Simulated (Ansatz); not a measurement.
# Nb2COS MXene monolayer in a perpendicular field, part 2 of 2

Aim: how the Nb2COS MXene monolayer screens a field along its normal, and what the field does to its bands. A positive field points along +c.

Ansatz 0.2.0; plane-wave DFT, PBE-D3(BJ), Ansatz PAW (set soft_1); PAW set soft_1.

So far. Step 2 (Relaxation): The lattice constant a goes from 3.151 to 3.174 Å.

## (3) Atoms held, field 0

A sawtooth potential applies the field, turning back in the middle of the vacuum. With the dipole correction the typed value is the field outside the slab. The induced dipole is small, so the SCF threshold is tight.

The cell differs from the one that the last finished run ended in (c 41.759 → 23.178 Å).

The input, input.yaml:

```yaml
crystal:
  lattice:
    - [3.1735319648, 0.0, 0.0]
    - [-1.5867659824, 2.7483593012, 0.0]
    - [0.0, 0.0, 23.1781950274]
  atoms:
    - { symbol: S, position: [0.3333333333, 0.6666666667, 0.388295982] }
    - { symbol: Nb, position: [0.6666666667, 0.3333333333, 0.4602254515] }
    - { symbol: C, position: [0.0, 0.0, 0.5133188363] }
    - { symbol: Nb, position: [0.3333333333, 0.6666666667, 0.5664436911] }
    - { symbol: O, position: [0.6666666667, 0.3333333333, 0.611704018] }
kpoints:
  mp_grid: { grid: [18, 18, 1] }
  band_path:
    path: [[0, 0, 0], [0.5, 0, 0], [0.33333333, 0.33333333, 0], [0, 0, 0]]
    npoints: 16
hamiltonian:
  xc: pbe
  dispersion: d3bj
  pseudopotentials: { kind: paw, azcp: { folder: soft_1 } }
scf:
  occupations: { method: fermi_dirac, width: 0.02585 }
  convergence: { dr2_threshold: 1.0e-10 }
efield:
  axis: 3
  dipole_correction: true
  ramp_position: 0.97
  ramp_width: 0.06
  amplitude: 0
output:
  dos: { projected: true, e_range: [-6, 5] }
  write_potential: true
  write_density: true
  volumetric_format: npy
  elf: true
```

On the command line:

```sh
$ ansatz run input.yaml --threads 2 --pin off --max-ram 3072MiB --backend cpu --events-out ev --progress --plain --runs-dir out
```

Numbers of over 12 decimals in the logs are rounded to 6 here.

The log of the run:

```text
[...]
Crystal: 5 atoms, lattice volume = 202.160 Å³
Basis set: ecut = 420 eV, 3941 PW (Γ)
Bands: 26, of which v1, the nominal top of the filled ones, is band 21 counted from 1 (20 counted from 0)
Symmetry: 6 space group operations
[...]
k-points: 37 of 324 (time reversal used)
[...]
SCF iter   1: F=—  HF=-10838.150489 eV  |F-HF|=—  |Δ(HF+E_count)|=         —  Δρ=1.02e-1  dr2=2.92e1  ethr=3.10e-3  p=-0.000 e·Å  D=-6.33e-8 V/Å  ΔV_dip=0.00 eV  dr2_dipole=3.56e-2  V_vac-E_F(+/−)=6.48/6.48 eV  ⟨swp⟩=10.7  Hψ=6159  notcnv=0
efield: sawtooth ramp at fractional position 0.9700 (set: `efield.ramp_position`, or a place that a band, a saddle search or an elastic batch's reference lends), width 0.0600; the density the first Hamiltonian is built on has a dipole p = -0.000 e·Å; the dipole correction subtracts the counter field D = -6.33e-8 V/Å, which shifts the + side's vacuum level by +0.00 eV against the − side's; the planar-averaged density in the ramp window peaks in size at 1.3e-6 e/Å³
[...]
SCF iter   2: F=—  HF=-10843.690171 eV  |F-HF|=—  |Δ(HF+E_count)|=    5.54e0  Δρ=1.76e-1  dr2=7.45e1  ethr=3.10e-3  p=-0.011 e·Å  D=-9.63e-3 V/Å  ΔV_dip=0.22 eV  dr2_dipole=9.34e-1  V_vac-E_F(+/−)=4.72/4.49 eV  ⟨swp⟩=7.4  Hψ=3598  notcnv=0  defer=22  recentre
[...]
SCF iter  14: F=-10830.460748 eV  HF=-10830.460748 eV  |F-HF|=3.27e-11  |Δ(HF+E_count)|=  5.53e-10  Δρ=1.09e-7  dr2=3.54e-11  ethr=1.00e-12  p=-0.007 e·Å  D=-6.62e-3 V/Å  ΔV_dip=0.15 eV  dr2_dipole=1.67e-14  V_vac-E_F(+/−)=5.64/5.49 eV  ⟨swp⟩=8.7  Hψ=3659  notcnv=0
SCF 1 converged in 14 iterations: F = -10830.460748 eV  dr2 = 3.54e-11
[...]
NSCF: frozen V_eff on 49 k-points
efield: sawtooth ramp at fractional position 0.9700 (kept from the solve that this one continues, or follows in the run), width 0.0600; the density the first Hamiltonian is built on has a dipole p = -0.007 e·Å; the dipole correction subtracts the counter field D = -6.62e-3 V/Å, which shifts the + side's vacuum level by +0.15 eV against the − side's; the planar-averaged density in the ramp window peaks in size at 1.0e-6 e/Å³
[...]
SCF converged after 14 iterations
Free energy (F): -10830.460748 eV
[...]
Internal energy: -10830.457997 eV  (E = F + TS)
E sigma→0 (E₀):  -10830.459373 eV
Entropy (-TS):   -0.002751 eV (-0.550 meV/atom)
Fermi energy:    0.871290 eV
Dipole field:    D = -0.006616 V/Å  (p = -0.007392 e·Å, saw-weighted, corrected)
Work function:   Φ+ = 5.6422 eV   Φ− = 5.4889 eV
Levels:          The Fermi level and band energies are counted from a zero that moves with the ramp; work functions are not
[...]
--- Band table (eV; the first three rows and the last of 37) ---
  k-point 0: bands = [... 17 lower, -1.4057, 0.1355, 0.1355, 0.4805, 0.4805, 0.7269, 2.1798, 2.1798, ... 1 higher]
  k-point 1: bands = [... 17 lower, -1.3345, -0.2800, -0.1376, 0.4372, 0.7603, 1.0110, 2.1892, 2.2278, ... 1 higher]
  k-point 2: bands = [... 17 lower, -1.4457, -0.7647, -0.4499, 0.2116, 1.0719, 1.3950, 2.2209, 2.4170, ... 1 higher]
  k-point 36: bands = [... 17 lower, -3.1094, -2.6638, -2.4441, 1.4135, 1.6372, 2.3087, 2.9693, 3.4153, ... 1 higher]
```

The job ended after 16 s (2 threads of Intel Xeon Platinum 8375C at 2.90GHz (Ice Lake), shared host; peak memory 0.73 GiB).

The column dr2 measures how far the density is from self-consistency, as an energy; F and HF (Harris–Foulkes) agree once it is small.

Numbers from this step:

```yaml
energy_at_zero_smearing: -10830.4594 eV
work_function_upper_face: 5.642 eV
work_function_lower_face: 5.489 eV
dipole_along_the_normal: -0.007392 e·Å
step_between_the_vacuum_levels: 0.1533 eV
```

Running mean over a fixed 2.8 Å (it still follows the layers) of the planar mean; the ramp of the sawtooth is left out. The electron's electrostatic potential energy less the Fermi level by z:

```
z (Å)  electron's electrostatic potential energy less the Fermi level (eV)
  3.0                                                                 5.49
  3.5                                                                 5.49
  4.0                                                                 5.49
  4.5                                                                 5.49
  5.0                                                                 5.49
  5.5                                                                 5.48
  6.0                                                                 5.45
  6.5                                                                 5.33
  7.0                                                                 4.66
  7.5                                                                 2.65
  8.0                                                                0.129
  8.5                                                                -2.01
  9.0                                                                -5.00
  9.5                                                                -8.98
 10.0                                                                -11.2
 10.5                                                                -11.4
 11.0                                                                -11.7
 11.5                                                                -12.9
 12.0                                                                -13.4
 12.5                                                                -12.9
 13.0                                                                -12.4
 13.5                                                                -10.8
 14.0                                                                -8.06
 14.5                                                                -4.00
 15.0                                                                0.154
 15.5                                                                 3.25
 16.0                                                                 5.07
 16.5                                                                 5.56
 17.0                                                                 5.63
 17.5                                                                 5.64
 18.0                                                                 5.64
 18.5                                                                 5.64
 19.0                                                                 5.64
 19.5                                                                 5.64
 20.0                                                                 5.64
```

The density of states has structure finer than the step of the table below, so its rows give means over 0.2 eV, whole bins alone (the curve runs from -6 to 1.99 eV). Peaks (eV: height): -5.70: 27.1, -4.79: 8.31, -4.48: 10.1, -3.77: 9.83, -3.52: 11.3, -2.42: 11.5, 1.66: 8.29.

The density of states by energy, zero at the Fermi level; means over each step:

```
energy (eV)  density of states (states/eV a cell)
       -5.8                                  4.79
       -5.6                                  7.53
       -5.4                                  3.17
       -5.2                                  4.72
       -5.0                                  3.01
       -4.8                                  5.82
       -4.6                                  4.54
       -4.4                                  5.84
       -4.2                                  3.97
       -4.0                                  3.28
       -3.8                                  6.56
       -3.6                                  5.89
       -3.4                                  3.11
       -3.2                                  1.33
       -3.0                                  1.47
       -2.8                                  1.79
       -2.6                                  2.67
       -2.4                                  3.94
       -2.2                                  2.27
       -2.0                                  1.98
       -1.8                                  1.88
       -1.6                                  1.46
       -1.4                                  1.65
       -1.2                                  1.51
       -1.0                                  1.53
       -0.8                                  1.69
       -0.6                                  1.78
       -0.4                                  1.16
       -0.2                                 0.764
        0.0                                  1.48
        0.2                                  1.87
        0.4                                  1.39
        0.6                                  1.31
        0.8                                  1.61
        1.0                                  1.54
        1.2                                  3.14
        1.4                                  3.61
        1.6                                  5.07
        1.8                                  3.44
```

Projected DOS per atom over height of the atomic layer and energy from the Fermi level. Layers: S Nb C Nb O from below.

Ten even steps from '_' (0.10 states/eV) to '@' (2.03 states/eV), each cell a mean:
```
__==__%%__
__**__@@__
__--__==__
__..__::__
__..__::__
....__::__
______..__
..::__::__
....__..__
::..______
--::______
++..______
%%....__..
--______..
::....__..
++##++::##
::----::**
++====::++
======--++
::::::--++
__..--==**
....::++%%
```
Columns: height of the atomic layer (Å) from 9 to 14.2 (not evenly spaced); rows upwards: energy from the Fermi level (eV) from -5.96 to 1.96.

The electronic bands at the labelled points (eV, zero at the Fermi level):

```
  point  band 18  band 19  band 20  band 21  band 22  band 23  band 24  band 25
      Γ    -2.28    -0.74    -0.74    -0.39    -0.39    -0.14     1.31     1.31
halfway    -3.50    -2.21    -1.62    -1.37     0.75     1.19     1.53     2.46
      M    -3.63    -2.40    -1.78    -1.49     1.17     1.98     2.43     2.84
halfway    -3.75    -3.20    -2.61    -0.53     1.42     1.50     2.46     2.83
      K    -3.98    -3.54    -3.32     0.54     0.77     1.44     2.10     2.54
halfway    -3.34    -2.81    -2.07    -0.42    -0.07     1.72     2.15     2.28
      Γ    -2.28    -0.74    -0.74    -0.39    -0.39    -0.14     1.31     1.31
```

Electrostatic potential energy in the ca plane at fractional y = 0.333, with atoms of Nb and O within 0.2 Å of it. With pseudopotentials it is smooth inside the atoms' cores, unlike the true potential.

Values in eV, 5 rows by 16 columns, each cell a mean:
```
  6   6   6   6   6   6   5   1 -27 -26  -1  -3 -14   5   7   6
  6   6   6   6   6   6   6   0 -40 -38  -1  -4 -39   1   7   6
  6   6   6   6   6   6   5   0 -28 -26  -1  -4 -15   5   7   6
  6   6   6   6   6   6   2  -4  -3  -3  -4 -15  -1   6   6   6
  6   6   6   6   6   6   2  -3  -2  -3  -4 -14  -1   6   6   6
```
Columns run along c (16.0 Å, from fractional 0.08 to 0.77 of the cell; values clipped at the 3rd and 97th percentile), rows up along a (3.2 Å). Atoms in or near the plane, at fractional coordinates: Nb at (0.46, 0.67), O at (0.61, 0.67).

ELF in the ca plane at fractional y = 0.333, with atoms of Nb and O within 0.2 Å of it. It is the smooth field of the valence electrons, not physical close to the nuclei.

Ten even steps from '0' (0.00) to '9' (0.83), each cell a mean:
```
00000000000012456424663343113788741000000000
00000000000000112148777322127889963100000000
00000000000000011158348312138758973100000000
00000000000000123248887222127989963100000000
00000000000013567534553353212688631000000000
00000000000246899852124674232122100000000000
00000000000258999874236874343100000000000000
00000000000146889852223664222133210000000000
```
Columns run along c (16.0 Å, from fractional 0.14 to 0.83 of the cell), rows up along a (3.2 Å). Atoms in or near the plane, at fractional coordinates: Nb at (0.46, 0.67), O at (0.61, 0.67).

Valence density in the ca plane at fractional y = 0.333, with atoms of Nb and O within 0.2 Å of it. It is the smooth field of the valence electrons, not physical close to the nuclei.

Values in e/Å³, 5 rows by 16 columns, each cell a mean:
```
0.0 0.0 0.1 0.2 1.2 2.1 0.3 0.3 1.5 0.4 0.0 0.0 0.0 0.0 0.0 0.0
0.0 0.0 0.0 0.1 2.6 4.1 0.3 0.3 5.0 1.2 0.0 0.0 0.0 0.0 0.0 0.0
0.0 0.0 0.1 0.2 1.3 2.2 0.3 0.3 1.6 0.4 0.0 0.0 0.0 0.0 0.0 0.0
0.0 0.0 0.1 0.5 0.3 0.4 0.5 0.6 0.3 0.1 0.0 0.0 0.0 0.0 0.0 0.0
0.0 0.0 0.1 0.5 0.3 0.3 0.5 0.6 0.3 0.0 0.0 0.0 0.0 0.0 0.0 0.0
```
Columns run along c (16.0 Å, from fractional 0.24 to 0.93 of the cell), rows up along a (3.2 Å). Atoms in or near the plane, at fractional coordinates: Nb at (0.46, 0.67), O at (0.61, 0.67).

The work function of the upper face is 5.64 eV.

## (4) Atoms held, field 0.1 V/Å

Edit input.yaml of step 3 so:

```diff
@@ -26,7 +26,6 @@
   dipole_correction: true
-  ramp_position: 0.97
-  ramp_width: 0.06
-  amplitude: 0
+  ramp_position: 0.9353
+  ramp_width: 0.1294
+  amplitude: 0.1
 output:
-  dos: { projected: true, e_range: [-6, 5] }
   write_potential: true
@@ -34,2 +33 @@
   volumetric_format: npy
-  elf: true
```

The log of the run:

```text
[...]
Crystal: 5 atoms, lattice volume = 202.160 Å³
Basis set: ecut = 420 eV, 3941 PW (Γ)
Bands: 26, of which v1, the nominal top of the filled ones, is band 21 counted from 1 (20 counted from 0)
Symmetry: 6 space group operations
[...]
k-points: 37 of 324 (time reversal used)
[...]
k-point 0: bands = [... 17 lower, -1.4304, 0.1197, 0.1197, 0.4598, 0.4598, 0.7105, 2.1627, 2.1627, ... 1 higher]
  k-point 1: bands = [... 17 lower, -1.3579, -0.2988, -0.1559, 0.4191, 0.7418, 0.9943, 2.1721, 2.2107, ... 1 higher]
  k-point 2: bands = [... 17 lower, -1.4645, -0.7885, -0.4699, 0.1938, 1.0545, 1.3780, 2.2039, 2.3999, ... 1 higher]
  k-point 36: bands = [... 17 lower, -3.1155, -2.6842, -2.4740, 1.3959, 1.6226, 2.2921, 2.9495, 3.3948, ... 1 higher]
[key lines of the parts left out:]
SCF converged after 14 iterations
Free energy (F): -10830.461610 eV
Fermi energy:    0.853534 eV
Dipole field:    D = 0.022050 V/Å  (p = 0.024634 e·Å, saw-weighted, corrected)
```

It took 15 s on 2 threads; peak memory 0.66 GiB.

The dipole is 0.0246 e·Å, 0.0320 e·Å from its value without field.

## (5) Single point, field -0.1 V/Å

Edit input.yaml of step 4 so:

```diff
@@ -28,3 +28,3 @@
   ramp_width: 0.1294
-  amplitude: 0.1
+  amplitude: -0.1
 output:
```

The log of the run:

```text
[...]
Crystal: 5 atoms, lattice volume = 202.160 Å³
Basis set: ecut = 420 eV, 3941 PW (Γ)
Bands: 26, of which v1, the nominal top of the filled ones, is band 21 counted from 1 (20 counted from 0)
Symmetry: 6 space group operations
[...]
k-points: 37 of 324 (time reversal used)
[...]
k-point 0: bands = [... 17 lower, -1.3815, 0.1507, 0.1507, 0.5007, 0.5007, 0.7427, 2.1963, 2.1963, ... 1 higher]
  k-point 1: bands = [... 17 lower, -1.3116, -0.2616, -0.1199, 0.4549, 0.7781, 1.0272, 2.2058, 2.2443, ... 1 higher]
  k-point 2: bands = [... 17 lower, -1.4275, -0.7414, -0.4306, 0.2290, 1.0888, 1.4114, 2.2374, 2.4335, ... 1 higher]
  k-point 36: bands = [... 17 lower, -3.1038, -2.6435, -2.4147, 1.4305, 1.6513, 2.3248, 2.9886, 3.4352, ... 1 higher]
[key lines of the parts left out:]
SCF converged after 14 iterations
Free energy (F): -10830.463088 eV
Fermi energy:    0.888479 eV
Dipole field:    D = -0.035265 V/Å  (p = -0.039398 e·Å, saw-weighted, corrected)
```

Elapsed: 16 s, on 2 threads; peak memory 0.64 GiB.

The dipole is -0.0394 e·Å, -0.0320 e·Å from its value without field.

## (6) Response, atoms held

This step: plane-wave DFT, PBE-D3(BJ), Ansatz PAW (set soft_1); response to a field along the normal, atoms held; PAW set soft_1 (Ansatz 0.2.0).

The dipoles give the slope, and the difference of two potentials shows where the field is screened.

Numbers from this step:

| Property | Result |
| --- | --- |
| equivalent conductor thickness p/(ε₀AE) | 6.642 Å |
| distance between the outer atoms | 5.178 Å |

The dipole of the cell by applied field:

```
applied field (V/Å)  dipole of the cell (e·Å)
            -0.1000                   -0.0394
             0.0000                  -0.00739
             0.1000                    0.0246
```

Local field over the applied field, running mean. From the potentials at -0.1 and 0.1 V/Å; running mean over 2.5 Å. The local field over applied field by z:

z (Å), local field over applied field and a bar:
```
     4.06      1.000 ##############################
     4.49      0.999 ##############################
     4.93      0.998 ##############################
     5.22      0.996 ##############################
     5.65      0.988 ##############################
     6.08      0.969 #############################
     6.52      0.926 ############################
     6.95      0.840 #########################
     7.24      0.757 #######################
     7.68      0.610 ##################
     8.11      0.454 #############
     8.55      0.298 ########
     8.98      0.168 ####
     9.42      0.085 ##
     9.71      0.054 #
    10.14      0.032 
    10.58      0.022 
    11.01      0.022 
    11.44      0.025 
    11.73      0.025 
    12.17      0.027 
    12.60      0.037 
    13.04      0.071 ##
    13.47      0.134 ###
    13.76      0.198 #####
    14.20      0.325 #########
    14.63      0.474 ##############
    15.07      0.629 ###################
    15.50      0.768 #######################
    15.94      0.881 ##########################
    16.22      0.932 ############################
    16.66      0.974 #############################
    17.09      0.991 ##############################
    17.53      0.997 ##############################
    17.96      0.999 ##############################
    18.25      1.000 ##############################
    18.69      1.000 ##############################
    19.12      1.000 ##############################
```

Electrons, planar mean, per unit field. Table of induced electron density by z:

z (Å), induced electron density (e/Å³ per V/Å) and a bar from the least value:
```
      4.5    0.00000 ##############
      5.0    0.00001 ##############
      5.5    0.00004 ##############
      6.0    0.00012 ###############
      6.5    0.00034 ################
      7.0    0.00095 ##################
      7.5    0.00228 ########################
      8.0    0.00372 ##############################
      8.5    0.00225 ########################
      9.0    0.00091 ##################
      9.5    0.00049 ################
     10.0   -0.00055 ############
     10.5    0.00006 ##############
     11.0    0.00010 ###############
     11.5    0.00029 ###############
     12.0   -0.00011 ##############
     12.5   -0.00051 ############
     13.0    0.00001 ##############
     13.5   -0.00034 #############
     14.0   -0.00198 ######
     14.5   -0.00265 ###
     15.0   -0.00330 
     15.5   -0.00149 ########
     16.0   -0.00051 ############
     16.5   -0.00015 #############
     17.0   -0.00004 ##############
     17.5   -0.00001 ##############
     18.0    0.00000 ##############
     18.5    0.00000 ##############
     19.0    0.00000 ##############
```

By hand: between -0.1 and 0.1 V/Å the dipole changes by 0.06403 e·Å, a slope of 0.3202 e·Å²/V. A perfect conductor of thickness t has p = ε₀AEt, so t = 180.95 × 0.3202 / 8.722 = 6.64 Å (e/ε₀ = 180.95 V·Å, A in Å²).

The induced dipole is that of a conductor 6.64 Å thick.

## (7) Results

```yaml
gap_without_field: none
work_function_upper_face: 5.64 eV
step_between_the_vacuum_levels: 0.153 eV
equivalent_conductor_thickness_atoms_held: 6.64 Å
```

**Reading.** The induced dipole equals that of a perfect conductor 6.64 Å thick, while the outer atoms lie 5.18 Å apart. The two faces differ: the vacuum level above lies 0.15 eV higher than the one below. There is no gap over 0.03 eV, with or without the field. The main runs have no spin polarisation; a magnetic state could lie lower and would change these results. Spin-orbit coupling is left out. The MXene's terminations sit over the metal atoms of its far layer; the site over carbon or nitrogen, which some compounds prefer, was not run.

[Logs are printed without paths, hosts, clocks, repeated set-up lines and the standing remarks that a program may print on its own settings, such as how far it seeks lower states.]

[Hosts, paths, dates, database ids (printed as entryN), source tags and the programs' standing remarks are cut or masked in the printed files.]

[Maps of the electrostatic potential energy from Ansatz leave out the sawtooth potential of an applied field or a dipole correction, so their vacuum need not be flat; planar profiles and work functions include it.]
